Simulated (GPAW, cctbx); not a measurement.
## Sb3Rh2Au: what bonding does to one electron reflection, worked out

Sb3Rh2Au, P-4m2 (no. 115), a = 3.9095 Å, b = 3.9095 Å, c = 7.8029 Å, α = 90.00°, β = 90.00°, γ = 90.00°.

| atom | mult. | x | y | z |
| --- | --- | --- | --- | --- |
| Au1 | 1 | 0 | 0 | 0 |
| Sb1 | 1 | 1/2 | 1/2 | 0 |
| Sb2 | 2 | 1/2 | 0 | 0.6244 |
| Rh1 | 2 | 1/2 | 0 | 0.2730 |

The start was made by putting kin elements into a known structure type; the compound need not exist, or be stable, in this form.

A DFT run (GPAW, PBE, 450 eV, 6×6×3 k-points (along the axes of the calculation cell), Fermi–Dirac width 0.1 eV) gives the static X-ray structure factor of 001 as 44.001 e for the conventional cell; superposed free atoms give 44.082 e. **Problem.** Find the Fourier component V of the crystal potential and the two-beam extinction distance at 80 kV in both cases.

### 1. Geometry

The cell volume is Ω = 119.26 Å³ and d(001) = 7.8029 Å, so g = 1/d = 0.1282 Å⁻¹.

### 2. The nuclei

Electrons feel nuclei as well as electrons, so the nuclear charges are summed with the same phases.

Phase sums Σ exp(2πi h·x), turned so that the total is real and positive: Au +1.000, Sb -0.419, Rh -0.288. Then F_Z = 79 × (+1.000) + 51 × (-0.419) + 45 × (-0.288) = 44.66 e. The electron term has the same sign for this reflection.

### 3. Mott–Bethe

Poisson's equation, term by term, gives V = (e/4πε₀)(F_Z − F)/(πΩg²), with e/4πε₀ = 14.3996 V Å.

The prefactor is 14.3996 × 7.8029²/(π × 119.26) = 2.33994 V per electron. Free atoms: (44.66 − 44.082) × 2.33994 = 1.362 V. Crystal: (44.66 − 44.001) × 2.33994 = 1.552 V. F changes by -0.18 % and V by +13.9 %: the same 0.08 e is measured against F_Z − F = 0.6 e in place of F = 44.1 e.

### 4. Extinction distance

In the two-beam case ξ = 1/(λU) with U = 2γm₀eV/h², that is ξ = 150.41 V Å²/(γλV).

At 80 kV, λ = 0.04176 Å and γ = 1.1566. Free atoms: ξ = 2286 Å. Crystal: ξ = 2007 Å. The thickness fringes go as sin²(πt/ξ), so the two patterns slip by a quarter of a period when t|1/ξ₁ − 1/ξ₀| = 1/4, at t ≈ 411 nm. Thermal motion, absorption and many-beam coupling, left out here, change a real pattern.

### 5. Answer

V(001) is 1.55 V against 1.36 V, and ξ is 2007 against 2286 Å. Limits: static atoms, two beams.
